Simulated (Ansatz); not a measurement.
**Electron scattering at the Σ3 (111) boundary in bcc W**

How much does the Σ3 (111) boundary in bcc W reflect electrons?

Calculated with Ansatz 0.2.0; Ansatz plane-wave DFT, r2SCAN, PAW files; relaxation of a bicrystal slab with its lowest layers held; PAW set soft_1, in the first sound run; inputs show where later runs differ.

This is a report of a sequence of runs, with most program output left out.

## (1) Set-up

The cell holds 21 atoms: 21 W. Its edges and angles: a = 4.476 Å, b = 4.476 Å, c = 30.186 Å, α = 90.0°, β = 90.0°, γ = 120.0°. It derives from W. built on the (1 1 1) plane; 2 overlapping atoms removed and the grains opened by 0 Å. Vacuum lies along c.

## (2) Relaxing the bicrystal

The boundary is built by mirroring the lower grain in the boundary plane and removing any atoms that overlap. A thin bicrystal slab is relaxed first, with the lowest layers held and the upper grain free to shift and open.

The input, input.yaml:

```yaml
crystal:
  lattice:
    - [4.4757030822, 0.0, 0.0]
    - [-2.2378515411, 3.876072569, 0.0]
    - [0.0, 0.0, 30.185580386]
  atoms:
    - { symbol: W, position: [0.0, 1.0e-10, 0.1656420031] }
    - { symbol: W, position: [0.3333333334, 0.6666666667, 0.195908079] }
    - { symbol: W, position: [0.6666666667, 0.3333333334, 0.2261741548] }
    - { symbol: W, position: [0.0, 1.0e-10, 0.2564402307] }
    - { symbol: W, position: [0.3333333334, 0.6666666667, 0.2867063066] }
    - { symbol: W, position: [0.6666666667, 0.3333333334, 0.3169723824] }
    - { symbol: W, position: [0.0, 0.0, 0.3472384583] }
    - { symbol: W, position: [0.3333333333, 0.6666666667, 0.3775045342] }
    - { symbol: W, position: [0.6666666667, 0.3333333333, 0.40777061] }
    - { symbol: W, position: [0.0, 0.0, 0.4380366859] }
    - { symbol: W, position: [0.3333333333, 0.6666666667, 0.4985688376] }
    - { symbol: W, position: [0.0, 0.0, 0.5288349135] }
    - { symbol: W, position: [0.6666666667, 0.3333333334, 0.5591009894] }
    - { symbol: W, position: [0.3333333334, 0.6666666667, 0.5893670652] }
    - { symbol: W, position: [0.0, 1.0e-10, 0.6196331411] }
    - { symbol: W, position: [0.6666666667, 0.3333333334, 0.6498992169] }
    - { symbol: W, position: [0.3333333334, 0.6666666667, 0.6801652928] }
    - { symbol: W, position: [0.0, 1.0e-10, 0.7104313687] }
    - { symbol: W, position: [0.6666666667, 0.3333333334, 0.7406974445] }
    - { symbol: W, position: [0.3333333334, 0.6666666668, 0.7709635204] }
    - { symbol: W, position: [1.0e-10, 1.0e-10, 0.8012295963] }
kpoints:
  mp_grid: { grid: [6, 6, 1] }
hamiltonian:
  xc: r2scan
  pseudopotentials: { kind: paw, azcp: { folder: soft_1 } }
scf:
  occupations: { method: fermi_dirac, width: 0.1 }
relax:
  f_tol: 0.03
  max_steps: 80
  constraints: [{ sites: [0, 1, 2, 3] }]
```

Command:

```
$ ansatz run input.yaml --threads 4 --pin off --max-ram 15360MiB --backend cpu --events-out ev --progress --plain --runs-dir out
```

Elapsed: 5 min, on 4 threads of Arm Neoverse V1, shared host; peak memory 3.1 GiB.

Step by step:

```tsv
step	energy less that of the first step (eV)	largest force component (eV/Å)
1	0.0000	2.6944
2	-0.9497	1.3804
3	-1.4175	0.6174
4	-1.6860	0.3273
5	-1.8240	0.3046
6	-1.8859	0.0905
7	-1.8892	0.0438
8	-1.8894	0.0083
```

Forces are held to the 6 operations that the run works with; a distortion that breaks them can't arise in this run.

The atoms that moved most (Å):

```tsv
atom	dx	dy	dz	length
W21	0.000	0.000	-0.800	0.800
W11	0.000	0.000	-0.738	0.738
W20	0.000	0.000	-0.613	0.613
W14	0.000	0.000	-0.593	0.593
W13	0.000	0.000	-0.573	0.573
W16	0.000	0.000	-0.556	0.556
W18	0.000	0.000	-0.549	0.549
W15	0.000	0.000	-0.529	0.529
```

Numbers from this step:

| Property | Result |
| --- | --- |
| free energy | -218351.8667 eV |
| energy at zero smearing | -218351.6464 eV |
| Fermi energy | 12.60 eV |

The largest force component on a free atom ends at 0.0083 eV/Å, under the tolerance of 0.03, after 8 steps.

## (3) Transmission across the boundary

Bulk layers of each grain are laid under and over the relaxed boundary, and a lead is named in the middle of each, away from the free faces. The mesh across the current, 16×16, is finer than the density's, because channels open and close sharply across the zone. Energies from -0.1 to 0.1 eV in steps of 0.05 eV are too few for the program's thermal sum, so it prints no conductance; for a metal the transmission near the Fermi level serves, at a fraction of the cost.

This step: Ansatz plane-wave DFT, r2SCAN, PAW files; ballistic transport by layer matching (Landauer), zero bias; boundary relaxed in a short slab, bulk layers laid on; PAW set soft_1 (Ansatz 0.2.0).

System of this step: Σ3 (111) boundary in bcc W. The cell holds 47 atoms: 47 W. Its edges and angles: a = 4.476 Å, b = 4.476 Å, c = 50.383 Å, α = 90.0°, β = 90.0°, γ = 120.0°. It derives from W. Regions: lower grain, 19 atoms (19 W); boundary, 13 atoms (13 W); upper grain, 15 atoms (15 W). Vacuum lies along c.

The input, input.yaml:

```yaml
crystal:
  lattice:
    - [4.4757030822, 0.0, 0.0]
    - [-2.2378515411, 3.876072569, 0.0]
    - [0.0, 0.0, 50.3827996275]
  atoms:
    - { symbol: W, position: [-8.3333333333, -16.6666666665, 0.0793921741] }
    - { symbol: W, position: [-7.9999999999, -15.9999999998, 0.0975253281] }
    - { symbol: W, position: [-7.6666666666, -15.3333333332, 0.1156584822] }
    - { symbol: W, position: [-7.3333333333, -14.6666666665, 0.1337916362] }
    - { symbol: W, position: [-6.9999999999, -13.9999999999, 0.1519247902] }
    - { symbol: W, position: [-6.6666666666, -13.3333333332, 0.1700579442] }
    - { symbol: W, position: [-6.3333333333, -12.6666666666, 0.1881910983] }
    - { symbol: W, position: [-5.9999999999, -11.9999999999, 0.2063242523] }
[... 35 atom lines left out ...]
    - { symbol: W, position: [-6.3333333333, -12.6666666666, 0.8662083638] }
    - { symbol: W, position: [-6.6666666666, -13.3333333332, 0.8843415178] }
    - { symbol: W, position: [-6.9999999999, -13.9999999999, 0.9024746719] }
    - { symbol: W, position: [-7.3333333333, -14.6666666665, 0.9206078259] }
kpoints:
  mp_grid: { grid: [7, 7, 1] }
hamiltonian:
  xc: r2scan
  pseudopotentials: { kind: paw, azcp: { folder: soft_1 } }
scf:
  occupations: { method: fermi_dirac, width: 0.1 }
output:
  transmission:
    leads: [[10, 11], [38, 39]]
    kmesh: [16, 16]
    e_range: [-0.1, 0.1]
    de: 0.05
  write_potential: true
  write_density: true
  volumetric_format: npy
  elf: true
```

It took 11 min on 4 threads; peak memory 10 GiB.

Numbers from this step:

```yaml
free_energy: -488706.4075 eV
energy_at_zero_smearing: -488706.0318 eV
fermi_energy: 18.34 eV
cell_area: 17.35 Å²
transmission_per_spin_nearest_the_fermi_level: 0.8697
open_channels_per_spin_nearest_the_fermi_level: 1.953
open_channels_per_spin_upper_lead: 1.953
step_of_the_lead_s_potential: 37.6 meV
step_of_the_upper_lead_s_potential: 38.1 meV
```

Per spin. Transmission, zone mean against energy, zero at the Fermi level:

```tsv
energy (eV)	transmission, zone mean
-0.1000	0.859
-0.0500	0.859
0.0000	0.870
0.0500	0.873
0.1000	0.845
```

Per spin. Table of open channels, zone mean by energy, zero at the Fermi level:

```tsv
energy (eV)	lead	upper lead
-0.1000	1.84	1.84
-0.0500	1.84	1.84
0.0000	1.95	1.95
0.0500	1.98	2
0.1000	1.95	1.95
```

Transmission over k1 and k2. At 0.0000 eV from the Fermi level.

Values, 16 rows by 16 columns:
```
2.51 2.45 2.39 0.90 0.01 0.01 0.90 2.39 2.45 2.51 1.46 0.00 0.00 0.00 0.00 1.46
0.99 2.39 1.70 0.96 0.13 0.18 0.13 0.96 1.70 2.39 0.99 0.00 0.00 0.00 0.00 0.00
0.00 0.90 0.96 1.29 1.03 0.43 0.43 1.03 1.29 0.96 0.90 0.00 0.00 0.00 0.00 0.00
0.00 0.01 0.13 1.03 0.95 0.90 0.92 0.90 0.95 1.03 0.13 0.01 0.00 0.00 0.00 0.00
0.00 0.01 0.18 0.43 0.90 1.00 1.01 1.01 1.00 0.90 0.43 0.18 0.01 0.00 0.00 0.00
0.99 0.90 0.13 0.43 0.92 1.01 1.02 1.02 1.02 1.01 0.92 0.43 0.13 0.90 0.99 1.46
2.51 2.39 0.96 1.03 0.90 1.01 1.02 1.02 1.02 1.02 1.01 0.90 1.03 0.96 2.39 2.51
2.75 2.45 1.70 1.29 0.95 1.00 1.02 1.02 1.02 1.02 1.02 1.00 0.95 1.29 1.70 2.45
2.51 2.51 2.39 0.96 1.03 0.90 1.01 1.02 1.02 1.02 1.02 1.01 0.90 1.03 0.96 2.39
0.99 1.46 0.99 0.90 0.13 0.43 0.92 1.01 1.02 1.02 1.02 1.01 0.92 0.43 0.13 0.90
0.00 0.00 0.00 0.00 0.01 0.18 0.43 0.90 1.00 1.01 1.01 1.00 0.90 0.43 0.18 0.01
0.00 0.00 0.00 0.00 0.00 0.01 0.13 1.03 0.95 0.90 0.92 0.90 0.95 1.03 0.13 0.01
0.00 0.00 0.00 0.00 0.00 0.00 0.90 0.96 1.29 1.03 0.43 0.43 1.03 1.29 0.96 0.90
0.99 0.00 0.00 0.00 0.00 0.00 0.99 2.39 1.70 0.96 0.13 0.18 0.13 0.96 1.70 2.39
2.51 1.46 0.00 0.00 0.00 0.00 1.46 2.51 2.45 2.39 0.90 0.01 0.01 0.90 2.39 2.45
2.75 2.51 0.99 0.00 0.00 0.00 0.99 2.51 2.75 2.51 0.99 0.00 0.00 0.00 0.99 2.51
```
Columns: k1 (b1) from -0.5 to 0.438; rows upwards: k2 (b2) from -0.5 to 0.438.

Open channels over k1 and k2. At 0.0000 eV from the Fermi level.

Ten even steps from '0' (0.00) to '9' (5.00):
```
8894224988620026
4984222489420002
0446644664400000
0226444446220000
0224444444422022
4424444444442446
8946444444446498
8886444444444688
8894644444444649
4644244444444424
0220224444444422
0000022644444622
0000004466446644
4200024984222489
8620026889422498
8840004888400048
```
Columns: k1 (b1) from -0.5 to 0.438; rows upwards: k2 (b2) from -0.5 to 0.438.

ELF in the ca plane at fractional y = 0.000, with atoms of W within 0.2 Å of it. It is the smooth field of the valence electrons, not physical close to the nuclei.

Ten even steps from '0' (0.00) to '9' (0.70), each cell a mean:
```
76954479687455976954478697455967943566431000
88635437974453588535447973453688534665421000
34346643434675344357643434664334456664310000
55666665556666655666665556666556665432100000
66555556665555566555556665555566543211000000
55445545554554455445545544554455322110000000
56555555655555556555555654554466432110000000
66666666666666666666666666665567654321100000
44467754445676444467654445665444566653210000
56436534653563366336535643563466445665321000
99844459996354799845459995454899733566421000
43964488278456943964487278456934953566431000
```
Columns run along c (16.0 Å, from fractional 0.68 to 1.00 of the cell), rows up along a (4.5 Å). Atoms in or near the plane, at fractional coordinates: W at (0.68, 0.00), W at (0.74, 0.00), W at (0.79, 0.00), W at (0.85, 0.00), W at (0.90, 0.00).

Electrostatic potential energy in the ca plane at fractional y = 0.000, with atoms of W within 0.2 Å of it. With pseudopotentials it is smooth inside the atoms' cores, unlike the true potential.

Ten even steps from '0' (-27 eV) to '9' (23 eV), each cell a mean:
```
00048730002785100058720002785000158999999999
11378862125887311378852125887311479999999999
66789987668998766789987678998766789999999999
88899998889999888899998889999988999999999999
99988889998888999988889998888999999999999999
99888888998888899888888988888899888999999999
99888889998888899888889998888899988999999999
99998899999889999998899999889999999999999999
88899988888999888899988788999888899999999999
43579874347898633589874347898534689999999999
00158840003786200168730004786100269999999999
00047720001684000048620002774000058999999999
```
Columns run along c (16.0 Å, from fractional 0.68 to 1.00 of the cell; values clipped at the 3rd and 97th percentile), rows up along a (4.5 Å). Atoms in or near the plane, at fractional coordinates: W at (0.68, 0.00), W at (0.74, 0.00), W at (0.79, 0.00), W at (0.85, 0.00), W at (0.90, 0.00).

Valence density in the ca plane at fractional y = 0.000, with atoms of W within 0.2 Å of it. It is the smooth field of the valence electrons, not physical close to the nuclei.

Ten even steps from '0' (0.0 e/Å³) to '9' (5.6 e/Å³), each cell a mean:
```
99620028983101599610038983001699510000000000
45200013531000244200013531000254200000000000
11000000110000011000000100000011000000000000
00000000000000000000000000000000000000000000
00000000000000000000000000000000000000000000
00000000000000000000000000000000000000000000
00000000000000000000000000000000000000000000
00000000000000000000000000000000000000000000
00000000000000000000000000000000000000000000
22100001220000122100001210000122100000000000
78410026862001478410026862001487300000000000
99720039994101799720149993102799610000000000
```
Columns run along c (16.0 Å, from fractional 0.68 to 1.00 of the cell), rows up along a (4.5 Å). Atoms in or near the plane, at fractional coordinates: W at (0.68, 0.00), W at (0.74, 0.00), W at (0.79, 0.00), W at (0.85, 0.00), W at (0.90, 0.00).

Over the solved energies the transmission per spin lies between 0.845 and 0.873, out of 1.91 channels of the lead on average (up to 1.98). The log calls the step of a lead's potential too much.

## (4) Specific resistance

This step: Ansatz plane-wave DFT, r2SCAN, PAW files; ballistic transport by layer matching (Landauer), zero bias; specific resistance of the boundary; PAW set soft_1 (Ansatz 0.2.0).

This step gave:

```
area resistance                      : 1.430 fΩ m²
T over the leads' mean channel count : 0.4501
```

Averaged over the energies near the Fermi level, 45.0 % of the channels pass, which makes 1.43 fΩ m².

By hand, with T and the leads' channels N averaged over the energies near the Fermi level: RA = A (h/2e²)(1/T − ½[1/N₁ + 1/N₂]) = 17.35×10⁻²⁰ m² × 12 906 Ω × (1/0.8612 − ½[1/1.911 + 1/1.916]) = 1.43 fΩ m².

## (5) Single-crystal slab for reference

The free faces cost energy too. A single-crystal slab with the same faces and held layers is relaxed, so that they cancel.

This step: Ansatz plane-wave DFT, r2SCAN, PAW files; relaxation of a single-crystal slab with its lowest layers held; PAW set soft_1 (Ansatz 0.2.0).

System of this step: W slab, plane (1, 1, 1). The cell holds 22 atoms: 22 W. Its edges and angles: a = 4.476 Å, b = 4.476 Å, c = 30.186 Å, α = 90.0°, β = 90.0°, γ = 120.0°. It derives from W. Vacuum lies along c.

The input, input.yaml:

```yaml
crystal:
  lattice:
    - [4.4757030822, 0.0, 0.0]
    - [-2.2378515411, 3.876072569, 0.0]
    - [0.0, 0.0, 30.185580386]
  atoms:
    - { symbol: W, position: [1.0e-10, 2.0e-10, 0.1656420031] }
    - { symbol: W, position: [0.3333333334, 0.6666666668, 0.195908079] }
    - { symbol: W, position: [0.6666666667, 0.3333333335, 0.2261741548] }
    - { symbol: W, position: [1.0e-10, 2.0e-10, 0.2564402307] }
    - { symbol: W, position: [0.3333333334, 0.6666666668, 0.2867063066] }
    - { symbol: W, position: [0.6666666667, 0.3333333335, 0.3169723824] }
    - { symbol: W, position: [1.0e-10, 1.0e-10, 0.3472384583] }
    - { symbol: W, position: [0.3333333334, 0.6666666668, 0.3775045342] }
    - { symbol: W, position: [0.6666666667, 0.3333333334, 0.40777061] }
    - { symbol: W, position: [1.0e-10, 1.0e-10, 0.4380366859] }
    - { symbol: W, position: [0.3333333334, 0.6666666668, 0.4683027618] }
    - { symbol: W, position: [0.6666666667, 0.3333333334, 0.4985688376] }
    - { symbol: W, position: [0.0, 1.0e-10, 0.5288349135] }
    - { symbol: W, position: [0.3333333334, 0.6666666667, 0.5591009894] }
    - { symbol: W, position: [0.6666666667, 0.3333333334, 0.5893670652] }
    - { symbol: W, position: [0.0, 1.0e-10, 0.6196331411] }
    - { symbol: W, position: [0.3333333334, 0.6666666667, 0.6498992169] }
    - { symbol: W, position: [0.6666666667, 0.3333333334, 0.6801652928] }
    - { symbol: W, position: [0.0, 0.0, 0.7104313687] }
    - { symbol: W, position: [0.3333333333, 0.6666666667, 0.7406974445] }
    - { symbol: W, position: [0.6666666667, 0.3333333333, 0.7709635204] }
    - { symbol: W, position: [0.0, 0.0, 0.8012295963] }
kpoints:
  mp_grid: { grid: [6, 6, 1] }
hamiltonian:
  xc: r2scan
  pseudopotentials: { kind: paw, azcp: { folder: soft_1 } }
scf:
  occupations: { method: fermi_dirac, width: 0.1 }
relax:
  f_tol: 0.03
  max_steps: 80
  constraints: [{ sites: [0, 1, 2, 3] }]
```

Elapsed: 3.4 min, on 4 threads; peak memory 3.2 GiB; 14 min of CPU time.

The steps of the relaxation:

```tsv
step	energy less that of the first step (eV)	largest force component (eV/Å)
1	0.0000	2.7030
2	-0.4189	0.7718
3	-0.4722	0.3682
4	-0.4819	0.0891
5	-0.4824	0.0231
```

The atoms that moved most (Å):

```tsv
atom	dx	dy	dz	length
W22	0.000	0.000	-0.237	0.237
W20	0.000	0.000	0.151	0.151
W21	0.000	0.000	-0.052	0.052
W18	0.000	0.000	0.046	0.046
W5	0.000	0.000	-0.021	0.021
W14	0.000	0.000	0.017	0.017
W17	0.000	0.000	0.016	0.016
W16	0.000	0.000	0.014	0.014
```

Final coordinates:

```xyz
22
Lattice="4.4757 0.0000 0.0000 -2.2379 3.8761 0.0000 0.0000 0.0000 30.1856" Properties=species:S:1:pos:R:3
W     0.0000    0.0000    5.0000
W     0.0000    2.5840    5.9136
W     2.2379    1.2920    6.8272
W     0.0000    0.0000    7.7408
W     0.0000    2.5840    8.6337
W     2.2379    1.2920    9.5712
W     0.0000    0.0000   10.4805
W     0.0000    2.5840   11.4063
W     2.2379    1.2920   12.3085
W     0.0000    0.0000   13.2297
W     0.0000    2.5840   14.1418
W     2.2379    1.2920   15.0630
W     0.0000    0.0000   15.9730
W     0.0000    2.5840   16.8938
W     2.2379    1.2920   17.7892
W     0.0000    0.0000   18.7184
W     0.0000    2.5840   19.6339
W     2.2379    1.2920   20.5774
W     0.0000    0.0000   21.4552
W     0.0000    2.5840   22.5093
W     2.2379    1.2920   23.2196
W     0.0000    0.0000   23.9490
```

This step gave:

* free energy: -228752.9889 eV
* energy at zero smearing: -228752.7929 eV
* Fermi energy: 13.46 eV

The largest force component on a free atom ends at 0.023 eV/Å, under the tolerance of 0.03, after 5 steps.

## (6) Bulk reference

The perfect crystal gives the energy per atom, for the atoms by which bicrystal and slab differ.

This step: Ansatz plane-wave DFT, r2SCAN, PAW files; bulk reference; PAW set soft_1 (Ansatz 0.2.0).

System of this step: W. Symmetry: Im-3m, No. 229, cubic system. Conventional cell: a = 3.165 Å, b = 3.165 Å, c = 3.165 Å, α = 90.00°, β = 90.00°, γ = 90.00°. Nearest to W lie 8 W at 2.74 Å.

input.yaml, the sections that differ from step 5:

```yaml
crystal:
  lattice:
    - [-1.5824, 1.5824, 1.5824]
    - [1.5824, -1.5824, 1.5824]
    - [1.5824, 1.5824, -1.5824]
  atoms:
    - { symbol: W, position: [0.0, 0.0, 0.0] }
kpoints:
  mp_grid: { grid: [19, 19, 19] }
# hamiltonian, scf: as in step 5
# relax: removed
```

It took 1.4 s on 4 threads; peak memory 0.33 GiB.

Numbers from this step:

```yaml
free_energy: -10398.2650 eV
energy_at_zero_smearing: -10398.2587 eV
fermi_energy: 22.24 eV
```

## (7) Boundary energy

This step: Ansatz plane-wave DFT, r2SCAN, PAW files; bicrystal less single-crystal slab less bulk atoms, a boundary area; PAW set soft_1 (Ansatz 0.2.0).

This step gave:

```yaml
excess_energy_of_the_cell: 2.888 eV
boundary_energy: 2.667 J/m²
```

The boundary costs 2.7 J/m².

By hand: 2.89 eV / 17.35 Å² × 16.02 = 2.67 J/m².

## (8) Summary of results

* specific resistance of the boundary: 1.43 fΩ m²
* share of channels that pass: 0.450
* boundary energy: 2.67 J/m²

What this shows: The boundary has a specific resistance of 1.4 fΩ m² and an energy of 2.7 J/m². The boundary reflects 55 % of the channels; 1.4 fΩ m² is 14×10⁻¹² Ω·cm². That equals the resistance of 26 nm of bulk W at 300 K (measured 5.44 µΩ cm, CRC Handbook of Chemistry and Physics, 84th ed., 2003, Electrical Resistivity of Pure Metals). One starting structure was relaxed; another shift or atom count at the boundary may lie lower. Spin-orbit coupling is left out, which matters for W. A lead's potential steps by up to 38 meV from period to period, which the log calls too much, so longer leads could move the result.

[Logs are printed without paths, hosts, clocks, repeated set-up lines and the standing remarks that a program may print on its own settings, such as how far it seeks lower states.]

[Hosts, paths, dates, database ids (printed as entryN), source tags and the programs' standing remarks are cut or masked in the printed files.]
